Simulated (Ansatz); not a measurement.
**Ge wire along [110], 23 atoms a period, H-terminated: bands by functional**

What gap, if any, does the Ge wire along [110], 23 atoms a period, H-terminated have, and how does it change with the functional?

Program: Ansatz 0.2.0. Level of theory: DFT PBE, plane waves, PAW; relaxation of a wire's period; PAW set soft_1, in the first sound run; inputs show where later runs differ. Results are calculated unless marked as measured.

Most raw output is cut from this account.

## 1. Starting point

The cell holds 39 atoms: 16 H and 23 Ge. Cell: a = 20.121 Å, b = 21.566 Å, c = 4.073 Å, α = 90.0°, β = 90.0°, γ = 90.0°. Vacuum lies along a and b. The structure's axis is c.

## 2. Relaxation of atoms and period

Band widths follow the bond lengths, so the wire is relaxed first. The atoms and the third cell vector are free; the box across stays fixed as vacuum. A Fermi-Dirac smearing is set since the result may be a metal. The pressure printed is a third of the stress's trace over the whole box, vacuum included; only the stress along the axis is relaxed.

Input file input.yaml:

```yaml
crystal:
  lattice:
    - [20.121, 0.0, 0.0]
    - [0.0, 21.566, 0.0]
    - [0.0, 0.0, 4.0729350596]
  atoms:
    - { symbol: H, position: [0.168977685, 0.440944199, 0.0] }
    - { symbol: Ge, position: [0.213740193, 0.500006364, 0.0] }
    - { symbol: Ge, position: [0.428441251, 0.405576821, 0.0] }
    - { symbol: Ge, position: [0.428441251, 0.783294994, 0.0] }
    - { symbol: H, position: [0.473203759, 0.157655569, 0.0] }
    - { symbol: Ge, position: [0.500008271, 0.311147278, 0.0] }
    - { symbol: Ge, position: [0.500008271, 0.500006364, 0.0] }
    - { symbol: Ge, position: [0.71470933, 0.405576821, 0.0] }
[... 27 atom lines left out ...]
    - { symbol: H, position: [0.473203759, 0.84235716, 0.0] }
    - { symbol: Ge, position: [0.500008271, 0.688865451, 0.0] }
    - { symbol: Ge, position: [0.71470933, 0.594435908, 0.0] }
    - { symbol: H, position: [0.759471837, 0.653498073, 0.0] }
kpoints:
  mp_grid: { grid: [1, 1, 20] }
scf:
  occupations: { method: fermi_dirac, width: 0.05 }
hamiltonian:
  xc: pbe
  pseudopotentials: { kind: paw, azcp: { folder: soft_1 } }
relax:
  cell: { fix: [a, b, alpha, beta, gamma] }
  max_steps: 45
  f_tol: 0.03
```

Launch:

```console
$ ansatz run input.yaml --threads 4 --pin off --max-ram 16384MiB --backend cpu --events-out ev --progress --plain --runs-dir out
```

Elapsed: 9.9 min, on 4 threads of Arm Neoverse V2, shared host; peak memory 7.1 GiB; 39 min of CPU time.

The steps of the relaxation:

```
step  energy less that of the first step (eV)  largest force component (eV/Å)  pressure (GPa)  volume (Å³)
   1                                   0.0000                          0.3414           -0.30      1767.37
   2                                  -0.0376                          0.3459           -0.01      1816.76
   3                                  -0.1740                          0.0490           -0.06      1792.19
   4                                  -0.1763                          0.0131           -0.01      1789.63
  5*                                  -0.1798                          0.0135           -0.01      1789.63
```

Relaxation steps marked * repeat the geometry before them on a plane-wave basis chosen anew for their cell, so energy and pressure can jump there.

Forces are held to the 4 operations that the run works with; a distortion that breaks them can't arise in this run.

```csv
cell as run,before,after,change
c (Å),4.073,4.124,+1.3 %
```

The atoms that moved most (Å, along periodic axes as changes of fractional coordinates times the final cell, across vacuum about the mean position):

| atom | dx | dy | dz | length |
| --- | --- | --- | --- | --- |
| Ge2 | 0.093 | 0.000 | 0.000 | 0.093 |
| H9 | -0.079 | 0.037 | 0.000 | 0.087 |
| H39 | -0.079 | -0.037 | 0.000 | 0.087 |
| Ge38 | -0.069 | -0.041 | 0.000 | 0.080 |
| Ge8 | -0.069 | 0.041 | 0.000 | 0.080 |
| H32 | 0.036 | -0.016 | -0.065 | 0.076 |
| H12 | 0.036 | -0.016 | 0.065 | 0.076 |
| H31 | 0.036 | 0.016 | -0.065 | 0.076 |

The relaxed structure:

```cif
data_structure
_symmetry_space_group_name_H-M 'P 1'
_symmetry_Int_Tables_number 1
_cell_length_a 20.1210
_cell_length_b 21.5660
_cell_length_c 4.1242
_cell_angle_alpha 90.000
_cell_angle_beta 90.000
_cell_angle_gamma 90.000
_cell_volume 1789.63
loop_
_atom_site_label
_atom_site_type_symbol
_atom_site_fract_x
_atom_site_fract_y
_atom_site_fract_z
_atom_site_occupancy
H1 H 0.17245 0.44225 0.00000 1
Ge2 Ge 0.21834 0.50000 0.00000 1
Ge3 Ge 0.42865 0.40601 0.00000 1
Ge4 Ge 0.42751 0.78064 0.00000 1
H5 H 0.47251 0.16067 0.00000 1
Ge6 Ge 0.49976 0.31205 0.00000 1
Ge7 Ge 0.50013 0.50000 0.00000 1
Ge8 Ge 0.71129 0.40748 0.00000 1
H9 H 0.75554 0.34820 0.00000 1
Ge10 Ge 0.78265 0.50000 0.00000 1
H11 H 0.24231 0.31188 0.20303 1
H12 H 0.24231 0.68812 0.20303 1
H13 H 0.82892 0.50000 0.29780 1
Ge14 Ge 0.28875 0.31183 0.50000 1
Ge15 Ge 0.28875 0.68817 0.50000 1
Ge16 Ge 0.28692 0.50000 0.50000 1
H17 H 0.31434 0.16013 0.50000 1
H18 H 0.31434 0.83987 0.50000 1
Ge19 Ge 0.35919 0.21895 0.50000 1
Ge20 Ge 0.35823 0.40619 0.50000 1
Ge21 Ge 0.35823 0.59381 0.50000 1
Ge22 Ge 0.35919 0.78105 0.50000 1
Ge23 Ge 0.56914 0.31365 0.50000 1
Ge24 Ge 0.56914 0.68635 0.50000 1
Ge25 Ge 0.57065 0.50000 0.50000 1
H26 H 0.61392 0.25465 0.50000 1
H27 H 0.61392 0.74535 0.50000 1
Ge28 Ge 0.64189 0.40614 0.50000 1
Ge29 Ge 0.64189 0.59386 0.50000 1
H30 H 0.82892 0.50000 0.70220 1
H31 H 0.24231 0.31188 0.79697 1
H32 H 0.24231 0.68812 0.79697 1
H33 H 0.17245 0.55775 0.00000 1
Ge34 Ge 0.42751 0.21936 0.00000 1
Ge35 Ge 0.42865 0.59399 0.00000 1
H36 H 0.47251 0.83933 0.00000 1
Ge37 Ge 0.49976 0.68795 0.00000 1
Ge38 Ge 0.71129 0.59252 0.00000 1
H39 H 0.75554 0.65180 0.00000 1
```

Numbers from this step:

```yaml
cell_length_along_the_wire: 4.124 Å
```

The cell's length comes to 4.124 Å with spin left out.

## 3. The wire at its relaxed period

This step: DFT PBE, plane waves, PAW; bands of a perfect wire; PAW set soft_1 (Ansatz 0.2.0).

At the relaxed period the bands are computed along the axis; those that cross an energy going forward count the channels that a perfect wire would open there.

Input file input.yaml:

```yaml
crystal:
  lattice:
    - [20.121, 0.0, 0.0]
    - [0.0, 21.566, 0.0]
    - [0.0, 0.0, 4.1242461432]
  atoms:
    - { symbol: H, position: [0.172453651, 0.442252381, 0.0] }
    - { symbol: Ge, position: [0.218338383, 0.5, 0.0] }
    - { symbol: Ge, position: [0.428645163, 0.406011886, 0.0] }
    - { symbol: Ge, position: [0.427508716, 0.780641069, 0.0] }
    - { symbol: H, position: [0.472506248, 0.160673576, 0.0] }
    - { symbol: Ge, position: [0.499763903, 0.312050489, 0.0] }
    - { symbol: Ge, position: [0.500131469, 0.5, 0.0] }
    - { symbol: Ge, position: [0.711293716, 0.407478463, 0.0] }
[... 27 atom lines left out ...]
    - { symbol: H, position: [0.472506248, 0.839326424, 0.0] }
    - { symbol: Ge, position: [0.499763903, 0.687949511, 0.0] }
    - { symbol: Ge, position: [0.711293716, 0.592521537, 0.0] }
    - { symbol: H, position: [0.755537588, 0.651795662, 0.0] }
kpoints:
  mp_grid: { grid: [1, 1, 20] }
  band_path: { path: ["Γ", Z], npoints: 90 }
scf:
  occupations: { method: fermi_dirac, width: 0.05 }
hamiltonian:
  xc: pbe
  pseudopotentials: { kind: paw, azcp: { folder: soft_1 } }
output:
  dos: { e_range: [-5, 4] }
  write_potential: true
  write_density: true
  volumetric_format: npy
```

Elapsed: 16 min, on 4 threads; peak memory 13 GiB.

Numbers from this step:

| Property | Result |
| --- | --- |
| band gap | 1.268 eV |

Electronic bands along the path, in eV, zero at the Fermi level; v1 is the highest filled band, c1 the lowest empty one:

```
  point     v4     v3     v2     v1    c1    c2    c3    c4
      Γ  -1.24  -1.23  -0.92  -0.62  0.65  0.68  0.75  0.86
halfway  -1.62  -1.56  -1.38  -1.36  1.65  1.67  1.83  1.86
      Z  -2.05  -1.99  -1.90  -1.83  1.29  1.34  1.61  1.64
```

The gap is 1.27 eV, with spin left out.

On this path the gap is direct, 1.27 eV, with the valence top at Γ and the conduction bottom at Γ.

## 4. Another level of theory, cutoff 500 eV, k-mesh 1×1×15

This step: DFT r2SCAN, plane waves, PAW; bands of a perfect wire at the PBE geometry; PAW set soft_1 (Ansatz 0.2.0).

The atoms stay at the PBE geometry and the functional changes. r2SCAN also reads the kinetic-energy density; it often gives larger moments and wider gaps than PBE, at a higher cost. Against the first PBE run of this kind, the cutoff is 500 eV against 420 and the mesh along the wire has 15 points against 20.

input.yaml: that of step 3 with these lines changed.

```diff
@@ -46,3 +46,3 @@
 kpoints:
-  mp_grid: { grid: [1, 1, 20] }
+  mp_grid: { grid: [1, 1, 15] }
   band_path: { path: ["Γ", Z], npoints: 90 }
@@ -51,8 +51,3 @@
 hamiltonian:
-  xc: pbe
+  xc: r2scan
   pseudopotentials: { kind: paw, azcp: { folder: soft_1 } }
-output:
-  dos: { e_range: [-5, 4] }
-  write_potential: true
-  write_density: true
-  volumetric_format: npy
```

The job ended after 23 min (4 threads; peak memory 12 GiB).

Numbers from this step:

```
band gap : 1.555 eV
```

Electronic bands along the path, in eV, zero at the Fermi level; v1 is the highest filled band, c1 the lowest empty one:

```
  point     v4     v3     v2     v1    c1    c2    c3    c4
      Γ  -1.41  -1.38  -1.08  -0.76  0.79  0.82  0.89  1.03
halfway  -1.81  -1.75  -1.56  -1.54  1.83  1.86  1.95  1.99
      Z  -2.26  -2.19  -2.10  -2.03  1.44  1.50  1.73  1.79
```

The gap is 1.56 eV, against 1.27 eV under PBE at the relaxed period.

## 5. Another level of theory, level HSE06, cutoff 420 eV

This step: DFT HSE06, plane waves, PAW; levels of a perfect wire at the PBE geometry; PAW set soft_1 (Ansatz 0.2.0).

The atoms stay at the PBE geometry and the functional changes. HSE06 mixes in a quarter of short-range exact exchange, which removes part of the self-interaction that closes gaps; it is dear, so the mesh is thinner and no path is run. Against the first PBE run of this kind, the mesh along the wire has 8 points against 20.

input.yaml: that of step 4 with these lines changed.

```diff
@@ -46,4 +46,3 @@
 kpoints:
-  mp_grid: { grid: [1, 1, 15] }
-  band_path: { path: ["Γ", Z], npoints: 90 }
+  mp_grid: { grid: [1, 1, 8] }
 scf:
@@ -51,3 +50,3 @@
 hamiltonian:
-  xc: r2scan
+  xc: hse06
   pseudopotentials: { kind: paw, azcp: { folder: soft_1 } }
```

Wall time 22 min (4 threads); peak memory 9.8 GiB; 79 min of CPU time.

Numbers from this step:

```yaml
band_gap: 1.930 eV
```

The gap is 1.93 eV, against 1.27 eV under PBE at the relaxed period.

## 6. Summary of results

```
cell length, PBE : 4.124 Å
gap, PBE         : 1.27 eV
gap, r2SCAN      : 1.56 eV
gap, HSE06       : 1.93 eV
```

In words: Under PBE the cell's length is 4.12 Å, and a gap of 1.27 eV makes it a semiconductor. At the relaxed period the wire is gapped under every functional, from 1.27 eV (PBE) to 1.93 eV (HSE06). Weak screening in one dimension makes quasiparticle gaps larger than the semilocal gaps, as a rule. A hybrid's gap is read on a coarse mesh, without a band path.

[Logs are printed without paths, hosts, clocks, repeated set-up lines and the standing remarks that a program may print on its own settings, such as how far it seeks lower states.]

[Hosts, paths, dates, database ids (printed as entryN), source tags and the programs' standing remarks are cut or masked in the printed files.]
